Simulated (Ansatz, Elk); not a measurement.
# Mg3Ti2S2: X-ray structure factors from the self-consistent density

The structure of Mg3Ti2S2 used here is made up (a known structure type with other elements) and was relaxed beforehand with r2SCAN. The aim is the Fourier transform of its all-electron density, F(hkl), set beside the sum over free spherical atoms that refinements use.

Method: DFT, PBE, all-electron APW+lo, Dirac cores, scalar-relativistic bands, static density, no spin, in Elk 11.2.3 (patched build).

The structure was built from a prototype and need not be the compound's stable phase.

## (1) Starting point

Symmetry: R-3m, No. 166, trigonal system. Conventional cell: a = 5.873 Å, b = 5.873 Å, c = 13.766 Å, α = 90.00°, β = 90.00°, γ = 120.00°. Nearest to Ti lie 6 Mg at 2.85 Å. Nearest to Ti lie 2 S at 2.35 Å. Nearest to S lie 1 Ti at 2.35 Å and 3 Mg at 2.81 Å. Nearest to Mg lie 2 S at 2.81 Å and 4 Ti at 2.85 to 2.94 Å and 4 Mg at 2.94 Å. Farther neighbours and most contacts between anions are not listed.

## (2) Ground state and structure factors

An all-electron density is needed, since X-rays see the cores too. Task 0 finds the density and task 195 Fourier-transforms it; tshift is off so that phases refer to the origin typed.

The input, elk.in:

```
tasks
  0
  195

xctype
  20

spinpol
  .false.

rgkmax
  7.0

gmaxvr
  14.0

lmaxo
  7

lmaxapw
  8

swidth
  0.002

tshift
  .false.

ramdisk
  .false.

hmaxvr
  5.5

maxscl
  120

epspot
  1e-06

sppath
  './'

avec
  5.54907473027 3.20375978896 8.67163525030
  -5.54907473027 3.20375978896 8.67163525030
  0.00000000000 -6.40751957886 8.67163524996

atoms
  3
  'Ti.in'
  2
  -0.0000000000 -0.0000000000 0.0000000000   0.000000 0.000000 0.000000
  0.5000000000 0.5000000000 0.5000000000   0.000000 0.000000 0.000000
  'S.in'
  2
  0.6708065273 0.6708065273 0.6708065273   0.000000 0.000000 0.000000
  0.3291934727 0.3291934727 0.3291934727   0.000000 0.000000 0.000000
  'Mg.in'
  3
  0.0000000000 0.5000000000 0.0000000000   0.000000 0.000000 0.000000
  0.5000000000 0.0000000000 0.0000000000   0.000000 0.000000 0.000000
  0.0000000000 0.0000000000 0.5000000000   0.000000 0.000000 0.000000

ngridk
  5 5 5
```

Command:

```console
$ OMP_NUM_THREADS=4 elk
```

Numbers of over 12 decimals in the logs are rounded to 6 here.

Log:

```text
┌─────────────────────────┐
│ Elk code version 11.2.3 │
└─────────────────────────┘

All units are atomic (Hartree, Bohr, etc.)

┌─────────────────────────────────────────────────┐
│ Ground-state run starting from atomic densities │
└─────────────────────────────────────────────────┘

Lattice vectors :
   5.549074730       3.203759789       8.671635250
  -5.549074730       3.203759789       8.671635250
   0.000000000      -6.407519579       8.671635250

Reciprocal lattice vectors :
  0.5661471157      0.3268651897      0.2415225090
 -0.5661471157      0.3268651897      0.2415225090
 -0.1308048553E-17 -0.6537303794      0.2415225089

Unit cell volume      :    924.9809154
Brillouin zone volume :   0.2681679258

Muffin-tin inner radius fraction :   0.1000000000E-01

Nuclei treated as point charges

Species : 1 (Ti)
 parameters loaded from : Ti.in
 name : titanium
 nuclear charge    :   -22.00000000
 electronic charge :    22.00000000
 atomic mass :    87256.20317
 muffin-tin radius :    2.292269066
 number of radial points in muffin-tin :    993
 inner part over the whole radius :   0.9965660127E-02
 number on inner part of muffin-tin    :    698
 approximate nuclear radius :   0.6805665174E-04
 number of mesh points to nuclear radius :    326
 atomic positions (lattice), magnetic fields (Cartesian) :
  1 :   0.00000000  0.00000000  0.00000000    0.00000000  0.00000000  0.00000000
  2 :   0.50000000  0.50000000  0.50000000    0.00000000  0.00000000  0.00000000

Species : 2 (S)
 parameters loaded from : S.in
 name : sulphur
 nuclear charge    :   -16.00000000
 electronic charge :    16.00000000
 atomic mass :    58450.91931
 muffin-tin radius :    2.101246644
 number of radial points in muffin-tin :    793
 inner part over the whole radius :   0.9837316811E-02
 number on inner part of muffin-tin    :    553
 approximate nuclear radius :   0.6195814986E-04
 number of mesh points to nuclear radius :    251
 atomic positions (lattice), magnetic fields (Cartesian) :
  1 :  -0.32919347 -0.32919347 -0.32919347    0.00000000  0.00000000  0.00000000
  2 :   0.32919347  0.32919347  0.32919347    0.00000000  0.00000000  0.00000000

Species : 3 (Mg)
 parameters loaded from : Mg.in
 name : magnesium
 nuclear charge    :   -12.00000000
 electronic charge :    12.00000000
 atomic mass :    44305.30466
 muffin-tin radius :    2.200000000
 number of radial points in muffin-tin :    793
 inner part over the whole radius :   0.9941530515E-02
 number on inner part of muffin-tin    :    552
 approximate nuclear radius :   0.5710277704E-04
 number of mesh points to nuclear radius :    241
 atomic positions (lattice), magnetic fields (Cartesian) :
  1 :   0.00000000  0.50000000  0.00000000    0.00000000  0.00000000  0.00000000
  2 :   0.50000000  0.00000000  0.00000000    0.00000000  0.00000000  0.00000000
  3 :   0.00000000  0.00000000  0.50000000    0.00000000  0.00000000  0.00000000

Total number of atoms per unit cell :    7
Total muffin-tin volume :    312.4353679
 ratio of muffin-tin to unit cell volume :   0.3377749342

Spin treatment :
 spin-unpolarised

Number of Bravais lattice symmetries :   12
Number of crystal symmetries         :   12
Crystal has inversion symmetry
Real symmetric eigensolver will be used

k-point grid :      5     5     5
k-point offset :    0.000000000       0.000000000       0.000000000
k-point set is reduced with full crystal symmetry group
Total number of k-points :       19

Muffin-tin radius times maximum |G+k| :    7.000000000
 using average radius
Maximum |G+k| for APW functions       :    3.184499899
Maximum (1/2)|G+k|²                   :    5.070519804
Maximum |G| for potential and density :    14.00000000
Constant for pseudocharge density :    8
 order of it for each species :   15  15  15
 order of it for pair densities of each species (exact exchange by exxq0 0: 16) :   11   8  10
Radial integration step length :    1

G-vector grid sizes :     49    49    49
Number of G-vectors :    42771

[...]
exchange                    :     -180.44348900856
 correlation                 :     -4.519767
 electron entropic           :    -0.21168119450520E-02
 total energy                :     -3107.9415304023

Density of states at Fermi energy :    154.6044246
 (states/Hartree/unit cell)

Estimated indirect band gap :   0.1220089255E-02
 from k-point 9 to k-point 4
Estimated direct band gap   :   0.6124631907E-02
 at k-point 9

Charges :
 core                        :    46.00000000
 valence                     :    66.00000000
 interstitial                :    11.92298377
 muffin-tins (core leakage)
  species : 1 (Ti)
[...]
species : 2 (S)
[...]
species : 3 (Mg)
[...]
total in muffin-tins        :    100.0770162
 total calculated charge     :    111.9990800
 total charge                :    112.0000000
 error                       :   0.9200466654E-03

RMS change in Kohn-Sham potential (target) :   0.5978640392     (  0.1000000000E-05)
Absolute change in total energy (target)   :   0.7934817393E-02 (  0.1000000000E-03)

[... loops 3 to 18 left out ...]

┌──────────────────┐
│ Loop number : 19 │
└──────────────────┘

Energies :
 Fermi                       :     0.200022
 sum of occupied eigenvalues :     -1762.1616074459
 electron kinetic            :      3127.4542451668
 core electron kinetic       :      2766.9256251869
 Coulomb                     :     -6049.4497269681
 Coulomb potential           :     -4650.3100626107
 nuclear-nuclear             :     -518.25677616805
 electron-nuclear            :     -6424.3062064297
 Hartree                     :      893.11325562958
 Madelung                    :     -3724.2946956628
 xc potential                :     -239.30579000197
 exchange                    :     -180.50678563966
 correlation                 :     -4.521367
 electron entropic           :    -0.31687027641216E-02
 total energy                :     -3107.0268028271

Density of states at Fermi energy :    252.7210738
 (states/Hartree/unit cell)

Estimated indirect band gap :   0.1304371113E-02
 from k-point 16 to k-point 9
Estimated direct band gap   :   0.2934564964E-02
 at k-point 9

Charges :
 core                        :    46.00000000
 valence                     :    66.00000000
 interstitial                :    11.84375387
 muffin-tins (core leakage)
  species : 1 (Ti)
[...]
species : 2 (S)
[...]
species : 3 (Mg)
[...]
total in muffin-tins        :    100.1562461
 total calculated charge     :    111.9990612
 total charge                :    112.0000000
 error                       :   0.9387542824E-03

RMS change in Kohn-Sham potential (target) :   0.4122938047E-06 (  0.1000000000E-05)
Absolute change in total energy (target)   :   0.1189251316E-04 (  0.1000000000E-03)

Convergence targets achieved

┌──────────────────┐
│ Loop number : 20 │
└──────────────────┘

Energies :
 Fermi                       :     0.200022
 sum of occupied eigenvalues :     -1762.1616079010
 electron kinetic            :      3127.4542442355
 core electron kinetic       :      2766.9256220754
 Coulomb                     :     -6049.4497298910
 Coulomb potential           :     -4650.3100552270
 nuclear-nuclear             :     -518.25677616805
 electron-nuclear            :     -6424.3062197704
 Hartree                     :      893.11326604746
 Madelung                    :     -3724.2947022775
 xc potential                :     -239.30579690945
 exchange                    :     -180.50678605303
 correlation                 :     -4.521367
 electron entropic           :    -0.31687017615886E-02
 total energy                :     -3107.0268071072

Density of states at Fermi energy :    252.7209553
 (states/Hartree/unit cell)

Estimated indirect band gap :   0.1304355641E-02
 from k-point 16 to k-point 9
Estimated direct band gap   :   0.2934550933E-02
 at k-point 9

Charges :
 core                        :    46.00000000
 valence                     :    66.00000000
 interstitial                :    11.84375348
 muffin-tins (core leakage)
  species : 1 (Ti)
[...]
species : 2 (S)
[...]
species : 3 (Mg)
   atom 1                    :    10.56947613     ( -0.9828258873E-07)
   atom 2                    :    10.56947613     ( -0.9828258873E-07)
   atom 3                    :    10.56947613     ( -0.9828258873E-07)
 total in muffin-tins        :    100.1562465
 total calculated charge     :    111.9990612
 total charge                :    112.0000000
 error                       :   0.9387544214E-03

┌──────────────────────────────┐
│ Self-consistent loop stopped │
└──────────────────────────────┘

Warning : core states of species 2 leak from the muffin-tin :   0.1342999860E-03

Wrote STATE.OUT
```

It took 32 s on 4 threads of AMD EPYC 9R14 (Zen 4), shared host; peak memory 0.27 GiB; 87 s of CPU time.

SFACRHO.OUT:

```text

h k l indices transformed by vhmat matrix:
   1.000000000       0.000000000       0.000000000    
   0.000000000       1.000000000       0.000000000    
   0.000000000       0.000000000       1.000000000    

      h      k      l  multipl.   |H|            Re(F)            Im(F)           |F|

      0      0      0      1   0.0000000       112.00000      0.34770663E-15   112.00000    
      1      0      0      6  0.69691931      -3.0963258      0.45479911E-14   3.0963258    
     -1     -1     -1      2  0.72456753      -3.2817846     -0.10126109E-13   3.2817846    
      1      0      1      6  0.81283202       12.591688     -0.46315751E-14   12.591688    
      1     -1      0      6   1.1322942       49.090943      0.30626523E-16   49.090943    
     -2     -1     -1      6   1.1664876       14.366981      0.11924489E-13   14.366981    
      1     -1      1      6   1.3295814      -36.575636     -0.99966807E-15   36.575636    
      2      0      1     12   1.3442799       30.868423      0.59453396E-14   30.868423    
     -2     -1     -2      6   1.3732048      -5.0697733     -0.25732846E-14   5.0697733    
     -2      0      0      6   1.3938386       45.036534      0.67130236E-14   45.036534    
      2      2      2      2   1.4491351       76.773636     -0.17723777E-13   76.773636    
      2      2      0      6   1.6256640       45.365430     -0.13664185E-13   45.365430    
      2      0     -1     12   1.7463897      -1.2246861      0.11394122E-13   1.2246861    
      1      3      1      6   1.7798263      -34.943787      0.40968146E-13   34.943787    
     -1      2      1     12   1.7957941       9.9202574     -0.17215264E-13   9.9202574    
     -2     -2     -3      6   1.8126462       1.3058626     -0.13575998E-13   1.3058626    
      1      3      2     12   1.8390439       38.196982     -0.86881343E-14   38.196982    
      2     -1     -1      6   1.9611911       37.441023     -0.68860144E-15   37.441023
```

Elk indexes on the primitive cell of elk.in and gives |H| = 4π sin θ/λ in inverse bohr. Below, one row stands for each form hkl of the conventional cell (m members, Friedel mates merged), F is for one primitive cell and the density is static (no thermal factor). Free-atom factors are Waasmaier and Kirfel's, and R is Σm||F|−|F'||/Σm|F|.

```csv
hkl,m,sin θ/λ (Å⁻¹),"abs F, DFT",neutral atoms,diff.
101,6,0.105,3.096,3.022,+0.074
003,2,0.109,3.282,3.136,+0.146
012,6,0.122,12.592,12.508,+0.083
110,6,0.170,49.091,48.686,+0.405
104,6,0.175,14.367,14.912,-0.545
021,6,0.200,36.576,36.819,-0.244
113,12,0.202,30.868,30.743,+0.125
015,6,0.206,5.070,4.655,+0.415
202,6,0.210,45.036,45.503,-0.467
006,2,0.218,76.774,77.532,-0.758
024,6,0.244,45.365,45.715,-0.350
211,12,0.263,1.225,1.323,-0.098
205,6,0.268,34.944,35.212,-0.268
122,12,0.270,9.920,9.804,+0.116
```

## (3) The highest occupied states alone

An energy window below the Fermi level keeps the highest occupied states, to see at which angles they scatter; shallow core shells can lie inside it and anion s states outside. No new self-consistency is needed.

Changes to elk.in since step 2:

```diff
@@ -1,3 +1,2 @@
 tasks
-  0
   195
@@ -40,2 +39,5 @@
 
+wsfac
+  -0.351220 0.500020
+
 sppath
```

Command:

```console
$ OMP_NUM_THREADS=4 elk
```

Log:

```text
┌─────────────────────────────────┐
│ Elk code version 11.2.3 started │
└─────────────────────────────────┘

Info(readinput): the functional depends on the density's gradient
 muffin-tin radial points multiplied by    2.00000
 (not where nrmtscf is given)

┌────────────────────┐
│ Current task : 195 │
└────────────────────┘
Info(checkmt): changed muffin-tin radius of species 1 (Ti) from   2.4000 to   2.2923
Info(checkmt): changed muffin-tin radius of species 2 (S) from   2.2000 to   2.1012

Info(sfacrho): density structure factors written to SFACRHO.OUT

 Energy window :  -0.3512200000      0.5000200000

┌──────────────────┐
│ Elk code stopped │
└──────────────────┘
```

Elapsed: 9.6 s, on 4 threads; peak memory 0.18 GiB.

States within 15 eV below the Fermi level hold 26.00 electrons; any levels below the window count with the cores. Their amplitudes can exceed the total, where window and core parts have opposite phase:

```
hkl  sin θ/λ (Å⁻¹)  abs F, window  abs F, all
101          0.105          3.326       3.096
003          0.109          5.871       3.282
012          0.122          0.877      12.592
110          0.170          7.330      49.091
104          0.175          0.266      14.367
021          0.200          1.449      36.576
113          0.202          3.399      30.868
015          0.206          2.309       5.070
202          0.210          0.369      45.036
006          0.218          3.445      76.774
```

## (4) Another functional

The difference from free atoms is small, so it is set against the change that LDA (Perdew-Wang) makes.

Changes to elk.in since step 3:

```diff
@@ -1,2 +1,3 @@
 tasks
+  0
   195
@@ -4,3 +5,3 @@
 xctype
-  20
+  3
 
@@ -39,5 +40,2 @@
 
-wsfac
-  -0.351220 0.500020
-
 sppath
```

Command:

```console
$ OMP_NUM_THREADS=4 elk
```

Log:

```text
┌─────────────────────────┐
│ Elk code version 11.2.3 │
└─────────────────────────┘

All units are atomic (Hartree, Bohr, etc.)

┌─────────────────────────────────────────────────┐
│ Ground-state run starting from atomic densities │
└─────────────────────────────────────────────────┘

Lattice vectors :
   5.549074730       3.203759789       8.671635250
  -5.549074730       3.203759789       8.671635250
   0.000000000      -6.407519579       8.671635250

Reciprocal lattice vectors :
  0.5661471157      0.3268651897      0.2415225090
[...]
species : 1 (Ti)
[...]
species : 2 (S)
[...]
species : 3 (Mg)
[...]
atom 2                    :    10.58097437     ( -0.1573064652E-05)
   atom 3                    :    10.58097437     ( -0.1573064652E-05)
 total in muffin-tins        :    100.1895786
 total calculated charge     :    111.9991045
 total charge                :    112.0000000
 error                       :   0.8954558842E-03

┌──────────────────────────────┐
│ Self-consistent loop stopped │
└──────────────────────────────┘

Warning : core states of species 2 leak from the muffin-tin :   0.1289329810E-03

Wrote STATE.OUT
[key lines of the parts left out:]
total energy                :     -3098.5817638455
```

Run time: 24 s. Hardware: 4 threads; peak memory 0.22 GiB; 68 s of CPU time.

Against the first run R = 0.14 %; the largest change is -0.086 at 009.

## (5) Basis size

A smaller basis shows how fast F responds to it; the change is likely larger than the basis error of the first run, but doesn't show convergence.

Changes to elk.in since step 4:

```diff
@@ -5,3 +5,3 @@
 xctype
-  3
+  20
 
@@ -11,3 +11,3 @@
 rgkmax
-  7.0
+  5.5
```

Command:

```console
$ OMP_NUM_THREADS=4 elk
```

Log:

```text
┌─────────────────────────┐
│ Elk code version 11.2.3 │
└─────────────────────────┘

All units are atomic (Hartree, Bohr, etc.)

┌─────────────────────────────────────────────────┐
│ Ground-state run starting from atomic densities │
└─────────────────────────────────────────────────┘

Lattice vectors :
   5.549074730       3.203759789       8.671635250
  -5.549074730       3.203759789       8.671635250
   0.000000000      -6.407519579       8.671635250

Reciprocal lattice vectors :
  0.5661471157      0.3268651897      0.2415225090
[...]
species : 1 (Ti)
[...]
species : 2 (S)
[...]
species : 3 (Mg)
[...]
atom 2                    :    10.56734355     ( -0.9828258740E-07)
   atom 3                    :    10.56734355     ( -0.9828258740E-07)
 total in muffin-tins        :    99.99403817
 total calculated charge     :    111.9992258
 total charge                :    112.0000000
 error                       :   0.7741550360E-03

┌──────────────────────────────┐
│ Self-consistent loop stopped │
└──────────────────────────────┘

Warning : core states of species 2 leak from the muffin-tin :   0.1336906457E-03

Wrote STATE.OUT
[key lines of the parts left out:]
total energy                :     -3106.9357461951
```

Wall time 29 s (4 threads); peak memory 0.24 GiB; 71 s of CPU time.

Against the first run R = 0.08 %; the largest change is +0.066 at 226.

## (6) Settings against the effect

```csv
run,R against the first run (%),"R against neutral atoms, low angle (%)",wall time
"PBE, rgkmax 7",0.00,0.97,32 s
LDA (Perdew-Wang),0.14,0.93,24 s
rgkmax 5.5,0.08,0.97,29 s
```

## (7) Results

| Property | Result |
| --- | --- |
| R against neutral atoms, sin θ/λ < 0.3 Å⁻¹ | 0.97 % |
| R against neutral atoms, 0.3 to 0.67 Å⁻¹ | 0.39 % |

In words: Independent neutral atoms miss the calculated amplitudes by R = 0.97 % below 0.3 Å⁻¹ and 0.39 % from there to 0.67 Å⁻¹; by shells, 1.23 % below 0.15 Å⁻¹ (3 forms), 0.96 % 0.15 to 0.3 (15 forms), 0.49 % 0.3 to 0.45 (34 forms), 0.35 % above 0.45 (97 forms). Bonding, aspherical density and the tables' own atoms all enter these figures, and the runs don't part them. The largest change of an amplitude is -0.76 electrons, at 006. Weak lines can change much in proportion: 009 goes from 4.48 to 5.18. The window's part falls from 26.0 electrons at the origin to at most 0.47 between 0.45 and 0.67 Å⁻¹. Below 0.3 Å⁻¹ the changes that finished (LDA (Perdew-Wang) and rgkmax 5.5) move F by R = 0.09 % at most, against the 0.97 % that separates it from free atoms. The k-mesh has no finished test. These runs have no spin, though d or f shells may be open. Part of the difference isn't bonding: the tables are fits to free atoms and ions calculated by other methods than this functional. Thermal motion, anomalous dispersion and extinction are left out.

[Logs are printed without paths, hosts, clocks, repeated set-up lines and the standing remarks that a program may print on its own settings, such as how far it seeks lower states.]

[Hosts, paths, dates, database ids (printed as entryN), source tags and the programs' standing remarks are cut or masked in the printed files.]
